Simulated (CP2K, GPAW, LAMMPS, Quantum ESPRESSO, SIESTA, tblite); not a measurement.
## Atom list for Amorphous SiO1.7 (154 atoms)

154 atoms (57 Si, 97 O) placed at random at 2.22 g/cm³, melted at 5000 K for 10 ps at fixed volume with the Tersoff Si-O potential (Munetoh et al., Comput. Mater. Sci. 39, 334 (2007)). Quenched from 5000 K to 100 K at 300 K/ps and fixed volume, held 5 ps.

Geometry: the geometry as built. Computed with Quantum ESPRESSO 7.5: Kohn-Sham DFT, PBE, SSSP efficiency 1.3.0 pseudopotentials, plane waves; sssp-1.3.0-efficiency; 60/480 Ry; levels smeared at 580 K; Γ point; density 2.22 g/cm³.

Cell vectors (Å):

```
13.312 0.000 0.000
0.000 13.312 0.000
0.000 0.000 13.312
```

Positions (Å):

```
1 Si 12.998 5.693 3.194
2 Si 2.219 10.497 7.068
3 Si 0.287 2.996 4.855
4 Si 3.167 4.606 0.923
5 Si 1.470 12.514 10.201
6 Si 1.085 2.630 7.550
7 Si 0.746 5.770 7.966
8 Si 2.906 8.949 3.121
9 Si 9.380 9.276 12.612
10 Si 0.039 7.683 5.419
11 Si 9.581 8.807 7.342
12 Si 0.869 11.155 4.054
13 Si 7.382 3.203 9.240
14 Si 11.890 3.118 12.137
15 Si 3.688 0.845 7.248
16 Si 7.415 1.602 2.888
17 Si 1.547 0.810 2.944
18 Si 3.767 4.840 11.097
19 Si 1.263 2.294 0.228
20 Si 3.254 11.667 9.010
21 Si 6.505 11.214 2.926
22 Si 12.471 10.117 7.107
23 Si 12.033 0.373 9.622
24 Si 8.264 0.211 9.828
25 Si 0.043 8.585 2.492
26 Si 5.496 4.748 7.331
27 Si 7.006 6.649 1.136
28 Si 6.829 5.273 11.515
29 Si 4.880 10.985 11.673
30 Si 10.223 0.550 12.235
31 Si 10.928 8.580 10.180
32 Si 6.239 6.303 3.344
33 Si 3.203 4.254 5.296
34 Si 2.310 6.828 10.625
35 Si 4.983 9.168 0.916
36 Si 11.676 1.538 6.748
37 Si 9.673 3.900 7.049
38 Si 4.301 8.617 5.874
39 Si 7.087 7.252 6.098
40 Si 11.458 4.962 9.576
41 Si 7.045 10.857 10.884
42 Si 3.336 0.270 12.215
43 Si 9.318 12.575 1.859
44 Si 7.172 10.463 7.767
45 Si 9.854 11.657 7.786
46 Si 9.752 6.480 11.820
47 Si 1.990 2.181 10.466
48 Si 5.006 11.823 5.778
49 Si 10.048 5.779 1.627
50 Si 8.526 4.273 4.041
51 Si 2.926 6.510 3.194
52 Si 2.382 7.544 0.562
53 Si 10.274 9.467 1.594
54 Si 8.042 8.642 3.580
55 Si 11.460 12.696 4.359
56 Si 4.362 2.468 2.946
57 Si 0.683 9.481 9.613
58 O 13.207 7.331 3.737
59 O 3.946 9.090 4.349
60 O 7.451 3.994 10.697
61 O 7.251 12.389 10.390
62 O 1.272 9.630 3.274
63 O 4.201 3.664 1.784
64 O 4.000 4.564 6.700
65 O 4.168 3.257 4.363
66 O 4.478 0.027 6.093
67 O 4.160 10.876 10.156
68 O 10.385 5.866 10.451
69 O 2.645 1.292 0.004
70 O 12.564 11.516 4.081
71 O 3.741 13.163 8.518
72 O 6.858 10.160 9.390
73 O 13.130 2.382 6.407
74 O 11.281 0.041 11.075
75 O 2.345 0.518 10.904
76 O 9.923 11.001 2.068
77 O 7.473 1.568 9.291
78 O 2.841 5.675 4.595
79 O 9.196 4.527 5.570
80 O 11.415 1.126 8.328
81 O 0.264 13.286 9.487
82 O 1.836 8.309 9.941
83 O 6.673 5.582 13.165
84 O 1.826 3.694 0.818
85 O 0.676 6.647 6.576
86 O 8.860 10.314 7.566
87 O 9.354 12.912 8.715
88 O 11.936 9.197 1.856
89 O 12.562 8.837 10.190
90 O 8.904 0.648 11.271
91 O 11.659 6.007 2.179
92 O 12.869 4.325 4.109
93 O 12.682 5.822 8.861
94 O 1.350 5.870 2.843
95 O 3.483 8.591 1.524
96 O 2.492 7.408 12.229
97 O 10.755 4.535 8.109
98 O 3.104 1.355 2.953
99 O 10.285 13.002 3.208
100 O 11.435 11.383 7.430
101 O 12.943 9.199 5.824
102 O 0.937 1.224 1.484
103 O 6.263 11.464 6.849
104 O 8.205 2.670 3.829
105 O 3.150 9.153 6.909
106 O 0.992 10.899 10.444
107 O 12.009 3.802 10.618
108 O 2.444 1.888 7.005
109 O 10.385 2.538 6.520
110 O 5.792 1.650 2.770
111 O 7.703 12.067 2.128
112 O 7.127 7.394 4.338
113 O 8.618 7.711 6.544
114 O 4.586 6.219 3.398
115 O 1.770 3.503 5.378
116 O 3.173 3.386 10.482
117 O 10.682 2.096 12.470
118 O 3.836 4.742 12.758
119 O 8.666 6.711 1.450
120 O 5.605 11.813 4.200
121 O 8.171 10.269 12.011
122 O 4.634 9.741 12.757
123 O 13.098 2.945 13.197
124 O 6.628 5.738 6.595
125 O 6.025 3.756 8.514
126 O 2.858 6.147 1.475
127 O 1.503 12.504 3.307
128 O 1.040 2.246 9.130
129 O 5.566 10.478 1.772
130 O 8.105 6.340 11.510
131 O 1.450 11.095 5.652
132 O 1.138 2.292 11.866
133 O 9.975 8.359 8.890
134 O 0.540 1.650 3.958
135 O 6.269 8.122 0.852
136 O 4.431 12.388 12.324
137 O 10.040 8.111 11.591
138 O 7.041 4.945 3.860
139 O 10.063 12.936 0.331
140 O 9.475 4.652 2.722
141 O 9.355 8.580 2.639
142 O 0.884 7.968 1.199
143 O 10.231 5.844 13.272
144 O 3.610 10.975 6.126
145 O 11.476 0.185 5.788
146 O 5.798 8.300 6.379
147 O 8.346 3.762 8.034
148 O 11.136 9.099 6.922
149 O 8.417 0.680 1.980
150 O 1.227 4.258 7.514
151 O 7.384 10.106 3.735
152 O 0.709 10.002 7.953
153 O 5.343 5.295 10.821
154 O 1.899 6.230 9.099
```

Predict the forces.

Columns: atom, fx, fy, fz (forces in eV/Å).

```
1 2.185 -0.399 -1.039
2 3.187 1.412 -1.223
3 1.875 1.472 -2.842
4 0.167 -3.740 -1.664
5 2.003 -4.491 0.284
6 2.823 1.524 1.431
7 1.548 -0.010 1.704
8 0.786 -0.984 1.665
9 -0.316 2.428 1.738
10 -0.266 -1.535 2.449
11 1.996 -2.401 0.881
12 0.911 2.107 2.266
13 0.062 0.411 -0.445
14 0.866 0.766 1.792
15 2.696 1.746 0.388
16 2.087 -1.460 -0.569
17 0.326 0.670 -1.719
18 -0.667 0.614 0.442
19 0.427 -1.467 -0.356
20 -2.509 -0.059 0.406
21 1.381 0.534 -0.716
22 -2.241 -0.995 -0.925
23 -1.262 -0.332 2.052
24 -0.098 0.819 1.679
25 -2.067 0.249 -1.589
26 -0.456 0.853 1.406
27 0.300 -0.973 -0.071
28 0.796 0.837 1.355
29 0.811 -1.546 -1.139
30 -1.139 -1.172 1.070
31 0.632 3.993 -0.571
32 -1.099 -1.762 -2.596
33 0.508 0.508 -1.849
34 0.055 -0.290 -2.169
35 2.707 1.830 -0.274
36 -3.203 -0.815 -0.326
37 -0.896 -0.080 0.679
38 -2.627 -0.613 0.789
39 -0.680 0.466 0.979
40 0.053 0.372 -1.650
41 0.041 -0.392 1.224
42 -0.153 1.876 2.593
43 0.340 -1.282 -0.028
44 -3.803 -3.279 -0.192
45 1.101 3.347 -1.982
46 -2.979 -2.257 0.748
47 0.195 2.235 2.470
48 -1.169 -0.112 -0.285
49 -0.346 0.092 0.132
50 0.364 -0.151 -0.017
51 -1.886 0.174 2.623
52 -0.859 0.301 -1.274
53 0.062 2.361 -0.592
54 1.823 1.994 -0.211
55 -2.542 0.106 -1.909
56 -2.389 0.239 0.101
57 1.406 -0.371 3.298
58 -1.629 2.439 -1.369
59 1.459 0.238 0.381
60 0.738 -1.398 -0.357
61 0.115 0.869 -0.777
62 -1.916 1.174 -0.197
63 0.458 -0.033 0.747
64 0.214 -0.618 -0.183
65 0.361 0.416 0.582
66 0.082 0.795 -1.212
67 0.114 -0.221 0.239
68 1.268 -0.309 -0.414
69 3.055 -1.661 -0.813
70 0.137 -0.395 -0.101
71 0.726 0.085 0.010
72 0.966 -0.052 -0.634
73 -1.312 -0.365 0.241
74 1.958 -0.690 -1.012
75 0.051 0.935 -1.946
76 0.467 -1.143 -1.256
77 0.361 -0.249 0.140
78 -0.462 -1.220 2.648
79 -0.267 0.298 -0.548
80 1.045 0.473 -0.448
81 -1.350 -0.052 -0.905
82 -0.711 2.506 0.513
83 -0.767 -0.394 1.102
84 1.180 2.041 0.877
85 0.072 0.040 1.051
86 0.431 -0.279 0.321
87 -1.234 0.386 1.465
88 0.812 -0.597 0.559
89 0.999 -0.239 -1.186
90 0.014 0.301 0.126
91 -0.170 -0.456 0.183
92 -0.443 -0.973 0.455
93 -0.482 -0.213 0.772
94 -4.533 -2.379 0.576
95 1.195 0.463 -2.996
96 -0.764 0.167 2.363
97 0.006 0.089 0.383
98 0.844 0.329 0.235
99 1.992 0.741 2.143
100 2.032 0.827 0.953
101 2.430 0.655 -1.965
102 -1.300 -0.343 1.033
103 -0.286 1.115 -0.219
104 -0.243 -0.317 0.046
105 -1.019 -5.180 1.739
106 -1.477 -1.555 -0.075
107 -0.063 -0.257 -0.528
108 -0.727 -1.529 0.061
109 1.069 -0.940 -0.405
110 -0.074 0.540 -0.221
111 -3.186 -3.425 0.948
112 -1.430 -1.148 2.061
113 0.208 0.105 0.463
114 3.288 0.929 -1.200
115 -1.394 -0.651 -1.310
116 0.184 0.314 -0.166
117 -0.075 0.352 0.310
118 -0.485 0.249 0.153
119 -1.318 -0.700 -0.026
120 -0.348 0.190 0.267
121 -0.810 0.330 -1.296
122 -0.700 -0.014 -0.567
123 -5.560 1.429 1.922
124 0.370 0.582 -0.369
125 -1.617 -0.446 -0.493
126 2.733 0.325 -3.503
127 0.002 -0.421 0.091
128 -0.062 0.377 0.450
129 -0.832 -0.570 0.175
130 1.202 0.485 -1.103
131 -2.365 -0.056 -0.911
132 1.780 0.132 -5.067
133 -1.484 -1.289 -0.456
134 -0.328 0.184 0.934
135 -0.938 0.227 -0.443
136 -0.005 0.493 1.031
137 0.403 -2.889 -0.030
138 -0.091 -0.131 0.310
139 -0.326 0.994 -1.160
140 0.345 0.130 0.338
141 1.522 0.199 0.029
142 1.228 0.174 -0.709
143 1.121 -0.628 -1.294
144 5.502 3.877 -2.228
145 0.809 1.435 0.319
146 1.311 0.005 0.614
147 1.591 -0.431 -0.449
148 -2.830 -1.010 0.371
149 -0.971 6.024 0.473
150 -1.095 0.216 1.061
151 -0.124 -1.063 0.531
152 -0.791 -0.689 0.487
153 0.119 0.394 -0.046
154 -0.844 -1.820 -1.111
```

The quench rate of 300 K/ps is many orders above laboratory rates, so the cell is likely richer in defects and strain than a real sample. The network of bonds at the start is that of the classical potential that made the cell, and needn't be the one that DFT or experiment would give. Only the Γ point is sampled, in a cell whose shortest periodic width is 13 Å, which is coarse for a cell with partly filled levels.

The r.m.s. force component is 1.42 eV/Å; the longest force, 7.09 eV/Å, acts on O144.

[Logs are printed without paths, hosts, clocks, repeated set-up lines and the standing remarks that a program may print on its own settings, such as how far it seeks lower states.]

[Hosts, paths, dates, database ids (printed as entryN), source tags and the programs' standing remarks are cut or masked in the printed files.]
